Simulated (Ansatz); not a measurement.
**Electron scattering at the twin(10-13) boundary in hcp Ru, starting shift (0.33, 0)**

Aim: the relaxed structure and the specific resistance of the twin(10-13) boundary in hcp Ru, starting shift (0.33, 0).

Program: Ansatz 0.2.0. Level of theory: Ansatz plane-wave DFT, PBE, PAW files; relaxation of a bicrystal slab with its lowest layers held; PAW set soft_1, in the first sound run; inputs show where later runs differ. Results are calculated unless marked as measured.

## 1. Set-up

The cell holds 32 atoms: 32 Ru. Cell: a = 8.342 Å, b = 2.706 Å, c = 31.316 Å, α = 90.0°, β = 90.0°, γ = 80.7°. It derives from Ru. built on the (1 0 3) plane; 2 overlapping atoms removed and the grains opened by 0 Å. Vacuum lies along c.

## 2. Relaxing the bicrystal

The boundary is built by mirroring the lower grain in the boundary plane and removing any atoms that overlap. A thin bicrystal slab is relaxed first, with the lowest layers held and the upper grain free to shift and open.

File input.yaml:

```yaml
crystal:
  lattice:
    - [8.3417110409, 0.0, 0.0]
    - [0.4388400416, 2.669976228, 0.0]
    - [0.0, 0.0, 31.3163062302]
  atoms:
    - { symbol: Ru, position: [0.708785593, 0.1039405368, 0.1596612309] }
    - { symbol: Ru, position: [0.0061764829, 0.955245092, 0.1920984955] }
    - { symbol: Ru, position: [0.4656546609, 0.7255060029, 0.1985859484] }
    - { symbol: Ru, position: [0.7630455507, 0.576810558, 0.231023213] }
    - { symbol: Ru, position: [0.2225237287, 0.3470714689, 0.2375106659] }
    - { symbol: Ru, position: [0.5199146185, 0.1983760241, 0.2699479305] }
    - { symbol: Ru, position: [0.9793927965, 0.968636935, 0.2764353835] }
    - { symbol: Ru, position: [0.2767836864, 0.8199414902, 0.3088726481] }
    - { symbol: Ru, position: [0.7362618643, 0.5902024011, 0.315360101] }
    - { symbol: Ru, position: [0.0336527542, 0.4415069563, 0.3477973656] }
    - { symbol: Ru, position: [0.4931309322, 0.2117678672, 0.3542848185] }
    - { symbol: Ru, position: [0.790521822, 0.0630724224, 0.3867220831] }
    - { symbol: Ru, position: [0.25, 0.8333333333, 0.393209536] }
    - { symbol: Ru, position: [0.5473908898, 0.6846378885, 0.4256468006] }
    - { symbol: Ru, position: [0.120521822, 0.0630724224, 0.4645715181] }
    - { symbol: Ru, position: [0.8231309322, 0.2117678672, 0.4970087828] }
    - { symbol: Ru, position: [0.3636527542, 0.4415069563, 0.5034962357] }
    - { symbol: Ru, position: [0.0662618643, 0.5902024011, 0.5359335003] }
    - { symbol: Ru, position: [0.6067836864, 0.8199414902, 0.5424209532] }
    - { symbol: Ru, position: [0.3093927965, 0.968636935, 0.5748582178] }
    - { symbol: Ru, position: [0.8499146185, 0.1983760241, 0.5813456707] }
    - { symbol: Ru, position: [0.5525237287, 0.3470714689, 0.6137829353] }
    - { symbol: Ru, position: [0.0930455507, 0.576810558, 0.6202703882] }
    - { symbol: Ru, position: [0.7956546609, 0.7255060029, 0.6527076528] }
    - { symbol: Ru, position: [0.3361764829, 0.955245092, 0.6591951058] }
    - { symbol: Ru, position: [0.038785593, 0.1039405368, 0.6916323704] }
    - { symbol: Ru, position: [0.5793074151, 0.3336796259, 0.6981198233] }
    - { symbol: Ru, position: [0.2819165252, 0.4823750707, 0.7305570879] }
    - { symbol: Ru, position: [0.8224383472, 0.7121141598, 0.7370445408] }
    - { symbol: Ru, position: [0.5250474574, 0.8608096046, 0.7694818054] }
    - { symbol: Ru, position: [0.0655692794, 0.0905486937, 0.7759692583] }
    - { symbol: Ru, position: [0.7681783896, 0.2392441385, 0.8084065229] }
kpoints:
  mp_grid: { grid: [3, 9, 1] }
hamiltonian:
  xc: pbe
  pseudopotentials: { kind: paw, azcp: { folder: soft_1 } }
scf:
  occupations: { method: fermi_dirac, width: 0.1 }
relax:
  f_tol: 0.03
  max_steps: 80
  constraints: [{ sites: [0, 1, 2, 3, 4, 5] }]
```

Launch:

```sh
ansatz run input.yaml --threads 4 --pin off --max-ram 15360MiB --backend cpu --events-out ev --progress --plain --runs-dir out
```

Numbers of over 12 decimals in the logs are rounded to 6 here.

Output:

```text
Engine: ansatz 0.2.0, x86_64-unknown-linux-gnu
Pseudopotentials: kind: paw
Pseudopotential: Ru, paw, valence charge 16, recommended cutoff 420 eV (normal), soft_1/Ru.paw.azcp
Functional definition: PBE
  parameter kappa = 0.804
  parameter beta = 0.066725
  exchange = pbe_x(kappa = kappa, mu = beta*pi^2/3)
  correlation = pbe_c(beta = beta)
Crystal: 32 atoms, lattice volume = 697.482 Å³
Basis set: ecut = 420 eV, 13727 PW (Γ), exchange–correlation on 120×40×432 points (8 copies of the dense FFT grid, shifted against one another)
Bands: 308, of which v1, the nominal top of the filled ones, is band 256 counted from 1 (255 counted from 0)
Symmetry: 1 space group operations
Space group: P1 (ITA 1), of the structure as read, at distance tolerance 8.9e-5 Å
k-points: 14 of 27 (time reversal used)
Non-local potential: Ru, projectors of the file, l = 0: 3, l = 1: 2, l = 2: 2, l = 3: 1
PAW form: soft (Blöchl's): semilocal exchange-correlation on the pseudo side does not see the compensation charge
PAW one-centre angular grid: Ru, 590 points (default); XC on 64 Gauss nodes
Initial density: superposition of atomic densities (neutral atoms: chi_scale 0, normalization atom)
Initial wavefunctions: pseudopotential atomic-orbital guess
Functional: x = pbe(κ = 0.804, μ = 0.219515), c = pbe(β = 0.066725)
SCF iter   1: F=—  HF=-188126.847312 eV  |F-HF|=—  |Δ(HF+E_count)|=         —  Δρ=9.33e-2  dr2=1.37e2  ethr=3.10e-3  ⟨swp⟩=7.3  Hψ=16629  notcnv=0  defer=9
preconditioner: auto → LDOS  [metal: Δε(μ)=0.007 eV  Ē_g=4.847 eV  σ=0.100 eV  W_gap=0.02  n_scr=190 (ndim 8)  ℏωp=22.5 eV  f_vac=0.302  D(μ)=33.08/eV (n_scr^D=294)  β→1.0]
SCF iter   2: F=—  HF=-188129.541650 eV  |F-HF|=—  |Δ(HF+E_count)|=    2.69e0  Δρ=9.81e-2  dr2=9.13e1  ethr=3.10e-3  ⟨swp⟩=4.0  Hψ=11877  notcnv=0  defer=31
SCF iter   3: F=—  HF=-188106.270703 eV  |F-HF|=—  |Δ(HF+E_count)|=    2.33e1  Δρ=7.05e-3  dr2=4.89e-1  ethr=3.10e-3  ⟨swp⟩=3.0  Hψ=10402  notcnv=0  defer=43
SCF iter   4: F=—  HF=-188106.196616 eV  |F-HF|=—  |Δ(HF+E_count)|=   7.41e-2  Δρ=3.32e-3  dr2=1.65e-1  ethr=9.55e-5  ⟨swp⟩=3.4  Hψ=10280  notcnv=0  defer=43
SCF iter   5: F=—  HF=-188106.166792 eV  |F-HF|=—  |Δ(HF+E_count)|=   2.98e-2  Δρ=1.13e-3  dr2=2.17e-2  ethr=3.23e-5  ⟨swp⟩=2.0  Hψ=6102  notcnv=0  defer=43
SCF iter   6: F=—  HF=-188106.169719 eV  |F-HF|=—  |Δ(HF+E_count)|=   2.93e-3  Δρ=4.61e-4  dr2=3.53e-3  ethr=4.25e-6  ⟨swp⟩=2.0  Hψ=6209  notcnv=0  defer=43
SCF iter   7: F=—  HF=-188106.170044 eV  |F-HF|=—  |Δ(HF+E_count)|=   3.26e-4  Δρ=1.51e-4  dr2=6.72e-4  ethr=6.89e-7  ⟨swp⟩=2.6  Hψ=6788  notcnv=0  defer=43
SCF iter   8: F=—  HF=-188106.170008 eV  |F-HF|=—  |Δ(HF+E_count)|=   3.67e-5  Δρ=6.75e-5  dr2=8.75e-5  ethr=1.31e-7  ⟨swp⟩=2.1  Hψ=6184  notcnv=0  defer=43
SCF iter   9: F=—  HF=-188106.170033 eV  |F-HF|=—  |Δ(HF+E_count)|=   2.53e-5  Δρ=3.48e-5  dr2=2.34e-5  ethr=4.39e-9  ⟨swp⟩=5.0  Hψ=15017  notcnv=0
SCF iter  10: F=-188106.170030 eV  HF=-188106.170031 eV  |F-HF|=1.06e-6  |Δ(HF+E_count)|=   1.91e-6  Δρ=1.09e-5  dr2=1.83e-6  ethr=4.39e-9  ⟨swp⟩=4.0  Hψ=11856  notcnv=0
SCF 1 converged in 10 iterations: F = -188106.170030 eV  dr2 = 1.83e-6
  greatest PAW one-centre occupation: 1.000 electrons in one spin orbital (limit 2), on the Ru atom at site 22 (counted from 0), in its partial waves of l = 0
relax step   1: F+E_penalty+E_count = -188106.17003014 eV  Δ(F+E_penalty+E_count) = +0.000e0 eV  max|allowed force component| = 1.159e0 eV/Å  Δτ_max = 0.0000 Å  (10 SCF iters, dr2 threshold 2.25e-5 eV, accepted)
Initial density: handed on by an earlier stage of this run
Initial wavefunctions: those handed on with the density
iter 1 solved again at ethr=2.08e-3 eV; its pass at ethr=3.10e-3 eV (dr2=1.06e1 eV) is discarded
SCF iter   1: F=—  HF=-188107.281271 eV  |F-HF|=—  |Δ(HF+E_count)|=         —  Δρ=1.52e-2  dr2=1.07e1  ethr=2.08e-3  ⟨swp⟩=1.0  Hψ=16069  notcnv=0  defer=27
preconditioner: auto → LDOS  [metal: Δε(μ)=0.009 eV  Ē_g=4.420 eV  σ=0.100 eV  W_gap=0.02  n_scr=190 (ndim 8)  ℏωp=22.5 eV  f_vac=0.306  D(μ)=35.64/eV (n_scr^D=336)  β→1.0]
SCF iter   2: F=—  HF=-188107.079524 eV  |F-HF|=—  |Δ(HF+E_count)|=   2.02e-1  Δρ=6.31e-3  dr2=4.34e-1  ethr=2.08e-3  ⟨swp⟩=2.0  Hψ=4678  notcnv=0  defer=27
SCF iter   3: F=—  HF=-188107.034726 eV  |F-HF|=—  |Δ(HF+E_count)|=   4.48e-2  Δρ=3.92e-3  dr2=1.88e-1  ethr=8.48e-5  ⟨swp⟩=3.0  Hψ=9289  notcnv=0  defer=32
SCF iter   4: F=—  HF=-188106.994267 eV  |F-HF|=—  |Δ(HF+E_count)|=   4.05e-2  Δρ=6.08e-4  dr2=4.99e-3  ethr=3.67e-5  ⟨swp⟩=2.7  Hψ=7701  notcnv=0  defer=32
SCF iter   5: F=—  HF=-188106.994478 eV  |F-HF|=—  |Δ(HF+E_count)|=   2.11e-4  Δρ=1.67e-4  dr2=2.47e-4  ethr=9.75e-7  ⟨swp⟩=2.6  Hψ=7430  notcnv=0  defer=40
SCF iter   6: F=-188106.994507 eV  HF=-188106.994499 eV  |F-HF|=8.22e-6  |Δ(HF+E_count)|=   2.04e-5  Δρ=5.51e-5  dr2=1.95e-5  ethr=1.64e-8  ⟨swp⟩=2.9  Hψ=17218  notcnv=0
SCF 2 converged in 6 iterations: F = -188106.994507 eV  dr2 = 1.95e-5
  greatest PAW one-centre occupation: 1.000 electrons in one spin orbital (limit 2), on the Ru atom at site 28 (counted from 0), in its partial waves of l = 0
relax step   2: F+E_penalty+E_count = -188106.99450696 eV  Δ(F+E_penalty+E_count) = -8.245e-1 eV  max|allowed force component| = 5.561e-1 eV/Å  Δτ_max = 0.1950 Å  (6 SCF iters, dr2 threshold 8.40e-5 eV, accepted)
SCF iter   1: F=—  HF=-188107.970919 eV  |F-HF|=—  |Δ(HF+E_count)|=         —  Δρ=1.75e-2  dr2=1.60e1  ethr=3.10e-3  ⟨swp⟩=5.5  Hψ=10360  notcnv=0  defer=24
preconditioner: auto → LDOS  [metal: Δε(μ)=0.007 eV  Ē_g=4.428 eV  σ=0.100 eV  W_gap=0.02  n_scr=190 (ndim 8)  ℏωp=22.5 eV  f_vac=0.310  D(μ)=35.08/eV (n_scr^D=324)  β→1.0]
SCF iter   2: F=—  HF=-188107.695678 eV  |F-HF|=—  |Δ(HF+E_count)|=   2.75e-1  Δρ=7.94e-3  dr2=6.96e-1  ethr=3.10e-3  ⟨swp⟩=2.0  Hψ=5377  notcnv=0  defer=38
SCF iter   3: F=—  HF=-188107.601609 eV  |F-HF|=—  |Δ(HF+E_count)|=   9.41e-2  Δρ=4.79e-3  dr2=2.95e-1  ethr=1.36e-4  ⟨swp⟩=3.0  Hψ=9504  notcnv=0  defer=38
SCF iter   4: F=—  HF=-188107.549115 eV  |F-HF|=—  |Δ(HF+E_count)|=   5.25e-2  Δρ=7.80e-4  dr2=8.61e-3  ethr=5.77e-5  ⟨swp⟩=2.1  Hψ=7790  notcnv=0  defer=38
SCF iter   5: F=—  HF=-188107.547596 eV  |F-HF|=—  |Δ(HF+E_count)|=   1.52e-3  Δρ=1.91e-4  dr2=3.58e-4  ethr=1.68e-6  ⟨swp⟩=3.0  Hψ=8088  notcnv=0  defer=38
SCF iter   6: F=—  HF=-188107.547673 eV  |F-HF|=—  |Δ(HF+E_count)|=   7.70e-5  Δρ=6.75e-5  dr2=3.02e-5  ethr=6.99e-8  ⟨swp⟩=2.1  Hψ=6999  notcnv=0  defer=38
SCF iter   7: F=-188107.547688 eV  HF=-188107.547692 eV  |F-HF|=3.31e-6  |Δ(HF+E_count)|=   1.89e-5  Δρ=2.28e-5  dr2=7.89e-6  ethr=3.77e-9  ⟨swp⟩=5.0  Hψ=15187  notcnv=0
[...]
relax step   5: F+E_penalty+E_count = -188108.52765557 eV  Δ(F+E_penalty+E_count) = -4.149e-1 eV  max|allowed force component| = 7.247e-1 eV/Å  Δτ_max = 0.1947 Å  (6 SCF iters, dr2 threshold 1.00e-4 eV, accepted)
relax step   6: F+E_penalty+E_count = -188108.96928138 eV  Δ(F+E_penalty+E_count) = -4.416e-1 eV  max|allowed force component| = 2.261e-1 eV/Å  Δτ_max = 0.1949 Å  (7 SCF iters, dr2 threshold 1.00e-4 eV, accepted)
relax step   7: F+E_penalty+E_count = -188109.27974292 eV  Δ(F+E_penalty+E_count) = -3.105e-1 eV  max|allowed force component| = 1.682e-1 eV/Å  Δτ_max = 0.2000 Å  (8 SCF iters, dr2 threshold 4.98e-6 eV, accepted)
relax step   8: F+E_penalty+E_count = -188109.46238969 eV  Δ(F+E_penalty+E_count) = -1.826e-1 eV  max|allowed force component| = 2.696e-1 eV/Å  Δτ_max = 0.1936 Å  (8 SCF iters, dr2 threshold 2.76e-6 eV, accepted)
relax step   9: F+E_penalty+E_count = -188109.58571731 eV  Δ(F+E_penalty+E_count) = -1.233e-1 eV  max|allowed force component| = 7.689e-2 eV/Å  Δτ_max = 0.2000 Å  (6 SCF iters, dr2 threshold 4.02e-5 eV, accepted)
relax step  10: F+E_penalty+E_count = -188109.62317004 eV  Δ(F+E_penalty+E_count) = -3.745e-2 eV  max|allowed force component| = 1.403e-1 eV/Å  Δτ_max = 0.1911 Å  (10 SCF iters, accepted)
relax step  11: F+E_penalty+E_count = -188109.62474495 eV  Δ(F+E_penalty+E_count) = -1.575e-3 eV  max|allowed force component| = 1.231e-1 eV/Å  Δτ_max = 0.0450 Å  (7 SCF iters, dr2 threshold 1.60e-6 eV, accepted)
relax step  12: F+E_penalty+E_count = -188109.62687015 eV  Δ(F+E_penalty+E_count) = -2.125e-3 eV  max|allowed force component| = 2.803e-2 eV/Å  Δτ_max = 0.0172 Å  (5 SCF iters, dr2 threshold 1.17e-5 eV, accepted)
iter 1 solved again at ethr=2.13e-10 eV; its pass at ethr=3.10e-3 eV (dr2=1.09e-6 eV) is discarded
SCF iter   1: F=—  HF=-188109.626875 eV  |F-HF|=—  |Δ(HF+E_count)|=         —  Δρ=1.14e-5  dr2=1.10e-6  ethr=2.13e-10  ⟨swp⟩=2.5  Hψ=10349  notcnv=0  defer=39
preconditioner: auto → LDOS  [metal: Δε(μ)=0.022 eV  Ē_g=4.603 eV  σ=0.100 eV  W_gap=0.05  n_scr=190 (ndim 8)  ℏωp=22.5 eV  f_vac=0.333  D(μ)=32.28/eV (n_scr^D=286)  β→1.0]
SCF iter   2: F=—  HF=-188109.626871 eV  |F-HF|=—  |Δ(HF+E_count)|=   3.71e-6  Δρ=7.19e-6  dr2=7.41e-7  ethr=2.13e-10  ⟨swp⟩=2.8  Hψ=9033  notcnv=0  defer=39
SCF iter   3: F=—  HF=-188109.626871 eV  |F-HF|=—  |Δ(HF+E_count)|=   1.58e-7  Δρ=2.74e-6  dr2=1.25e-7  ethr=1.45e-10  ⟨swp⟩=3.1  Hψ=8776  notcnv=0  defer=39
SCF iter   4: F=-188109.626871 eV  HF=-188109.626871 eV  |F-HF|=0.00e0  |Δ(HF+E_count)|=   3.32e-8  Δρ=8.63e-7  dr2=8.38e-9  ethr=1.95e-11  ⟨swp⟩=4.9  Hψ=12774  notcnv=0
SCF 13 converged in 4 iterations: F = -188109.626871 eV  dr2 = 8.38e-9
relax step  13: F+E_penalty+E_count = -188109.62687088 eV  Δ(F+E_penalty+E_count) = -7.318e-7 eV  max|allowed force component| = 2.803e-2 eV/Å  Δτ_max = 0.0000 Å  (4 SCF iters, accepted)
SCF converged after 4 iterations
Free energy (F): -188109.626871 eV
Harris-Foulkes:  -188109.626871 eV  (|F-HF|=0.00e0)
Internal energy: -188108.556993 eV  (E = F + TS)
E sigma→0 (E₀):  -188109.091932 eV
Entropy (-TS):   -1.069878 eV (-33.434 meV/atom)
Fermi energy:    12.838424 eV
--- Per-component energies (eV) ---
  E_band       = -7123.631508
  E_kinetic    = 14704.441964
  E_local      = -799516.851620  (includes V_loc(G=0)·N_el)
  E_nonlocal   = 13221.381156
  E_hartree    = 390243.915831
  E_xc         = -5425.789364
  E_vxc        = -6859.799721  (∫ρ·V_xc dr)
  E_paw        = -112053.229865  (= ΣΔE_a)
  E_vpaw       = -9160.627037  (= ΣTr[D̂ρ^β])
  E_aug_tail   = 0.020513  (compensation charges beyond the density's cutoff)
  E_ewald      = 310717.554392
  E_smearing   = -1.069878  (= −TS)
  E_closure    = -0.000000  (closes the sum)
  Σ components = -188109.626871   (vs F -188109.626871, Δ=0.00e0)
--- Forces (eV/Å), atoms counted from 1 ---
  atom   1  Ru    -0.11529073     0.02194260     1.02387784
  atom   2  Ru    -0.44236368     0.06809729     0.75755789
  atom   3  Ru     0.61299919    -0.10456064     0.45637279
  atom   4  Ru     0.08324287    -0.00768282    -0.81489049
  atom   5  Ru     0.19691635    -0.02461464    -0.78360579
  atom   6  Ru    -0.34878695     0.05351238    -0.63358594
  atom   7  Ru    -0.00196323    -0.00907601     0.00185497
  atom   8  Ru    -0.00391543     0.00179491    -0.00094784
  atom   9  Ru     0.00846193     0.01255750     0.01096825
  atom  10  Ru     0.00283048     0.00687568     0.01651052
  atom  11  Ru    -0.00496415     0.00218265    -0.00839503
  atom  12  Ru     0.02802577    -0.01991402    -0.01230906
  atom  13  Ru    -0.01039808    -0.00269309    -0.01865926
  atom  14  Ru     0.00658599     0.00656217     0.01021744
  atom  15  Ru    -0.02505894     0.01526188    -0.02116456
  atom  16  Ru     0.00516524    -0.00556602     0.00387257
  atom  17  Ru    -0.00438949    -0.01516659     0.00887337
  atom  18  Ru    -0.00786441    -0.00082271    -0.01777806
  atom  19  Ru    -0.00045839     0.00296034    -0.00128239
  atom  20  Ru     0.01230504     0.00780183     0.02474672
  atom  21  Ru     0.00744947     0.00075972    -0.00217458
  atom  22  Ru    -0.00245224    -0.00190591     0.00181411
  atom  23  Ru    -0.00239772    -0.00471138     0.00765696
  atom  24  Ru     0.00377213    -0.00380780    -0.00141673
  atom  25  Ru    -0.00160439     0.00080720    -0.01394671
  atom  26  Ru     0.00036896     0.00215337    -0.00773559
  atom  27  Ru    -0.00571227     0.00269125    -0.00637851
  atom  28  Ru     0.00721756    -0.00226630     0.00783852
  atom  29  Ru     0.00043647    -0.00032807     0.00458379
  atom  30  Ru    -0.00247909    -0.00086496    -0.00639187
  atom  31  Ru     0.00279376    -0.00109949    -0.00021665
  atom  32  Ru     0.00165957    -0.00090619     0.01417832
  max |Σ_I F_I| component: 1.32e-4 eV/Å
--- Relaxed structure (13 steps of the walk, 13 accepted, 0 SCFs on fresh bases) ---
  F+E_penalty+E_count = -188109.62687088 eV   max|allowed force component| = 2.803e-2 eV/Å
  atoms:
    - { symbol: Ru, position: [0.708786, 0.1039405368, 0.1596612309] }
    - { symbol: Ru, position: [0.00617648, 0.955245092, 0.1920984955] }
    - { symbol: Ru, position: [0.465655, 0.7255060029, 0.198586] }
    - { symbol: Ru, position: [0.763046, 0.576810558, 0.231023] }
    - { symbol: Ru, position: [0.222524, 0.347071, 0.237511] }
    - { symbol: Ru, position: [0.519915, 0.198376, 0.2699479305] }
    - { symbol: Ru, position: [0.977977, 0.969638, 0.276407] }
    - { symbol: Ru, position: [0.275489, 0.820551, 0.308414] }
    - { symbol: Ru, position: [0.735863, 0.590471, 0.315695] }
    - { symbol: Ru, position: [0.027568, 0.444688, 0.351120] }
    - { symbol: Ru, position: [0.488074, 0.214105, 0.353733] }
    - { symbol: Ru, position: [0.783076, 0.067456, 0.386372] }
    - { symbol: Ru, position: [0.257200, 0.830134, 0.390957] }
    - { symbol: Ru, position: [0.533716, 0.691770, 0.427136] }
    - { symbol: Ru, position: [0.023012, -0.052141, 0.439253] }
    - { symbol: Ru, position: [0.736479, 0.090678, 0.471207] }
    - { symbol: Ru, position: [0.283746, 0.318012, 0.468411] }
    - { symbol: Ru, position: [-0.011226, 0.465150, 0.508737] }
    - { symbol: Ru, position: [0.524943, 0.696862, 0.513504] }
    - { symbol: Ru, position: [0.231283, 0.843529, 0.545028] }
    - { symbol: Ru, position: [0.770239, 0.074752, 0.554365] }
    - { symbol: Ru, position: [0.471063, 0.223954, 0.586027] }
    - { symbol: Ru, position: [0.016554, 0.451340, 0.592478] }
    - { symbol: Ru, position: [0.717936, 0.601141, 0.625341] }
    - { symbol: Ru, position: [0.259189, 0.830301, 0.631563] }
    - { symbol: Ru, position: [-0.039371, -0.020545, 0.664021] }
    - { symbol: Ru, position: [0.499252, 0.210178, 0.670585] }
    - { symbol: Ru, position: [0.205573, 0.357365, 0.705088] }
    - { symbol: Ru, position: [0.746219, 0.587074, 0.710654] }
    - { symbol: Ru, position: [0.453118, 0.733194, 0.740220] }
    - { symbol: Ru, position: [-0.014822, -0.032706, 0.745673] }
    - { symbol: Ru, position: [0.684569, 0.118212, 0.777899] }
```

Elapsed: 13 min, on 4 threads of Intel Xeon Platinum 8488C (Sapphire Rapids), shared host; peak memory 5 GiB; 53 min of CPU time.

Step by step:

| step | energy less that of the first step (eV) | largest force component (eV/Å) |
| --- | --- | --- |
| 1 | 0.0000 | 1.1594 |
| 2 | -0.8245 | 0.5561 |
| 3 | -1.3777 | 0.5003 |
| 4 | -1.9428 | 0.5872 |
| 5 | -2.3576 | 0.7247 |
| 6 | -2.7993 | 0.2261 |
| 7 | -3.1097 | 0.1682 |
| 8 | -3.2924 | 0.2696 |
| 9 | -3.4157 | 0.0769 |
| 10 | -3.4531 | 0.1403 |
| 11 | -3.4547 | 0.1231 |
| 12 | -3.4568 | 0.0280 |
| 13 | -3.4568 | 0.0280 |

The atoms that moved most (Å):

| atom | dx | dy | dz | length |
| --- | --- | --- | --- | --- |
| Ru17 | -0.721 | -0.330 | -1.099 | 1.355 |
| Ru32 | -0.751 | -0.323 | -0.955 | 1.257 |
| Ru31 | -0.725 | -0.329 | -0.949 | 1.238 |
| Ru20 | -0.706 | -0.334 | -0.934 | 1.218 |
| Ru19 | -0.737 | -0.329 | -0.906 | 1.213 |
| Ru15 | -0.864 | -0.308 | -0.793 | 1.212 |
| Ru22 | -0.734 | -0.329 | -0.869 | 1.184 |
| Ru30 | -0.656 | -0.341 | -0.916 | 1.177 |

This step gave:

* free energy: -188109.6269 eV
* energy at zero smearing: -188109.0919 eV
* Fermi energy: 12.84 eV

The largest force component on a free atom ends at 0.028 eV/Å, under the tolerance of 0.03, after 13 steps.

[end of part 1 of 2]

[Logs are printed without paths, hosts, clocks, repeated set-up lines and the standing remarks that a program may print on its own settings, such as how far it seeks lower states.]

[Hosts, paths, dates, database ids (printed as entryN), source tags and the programs' standing remarks are cut or masked in the printed files.]
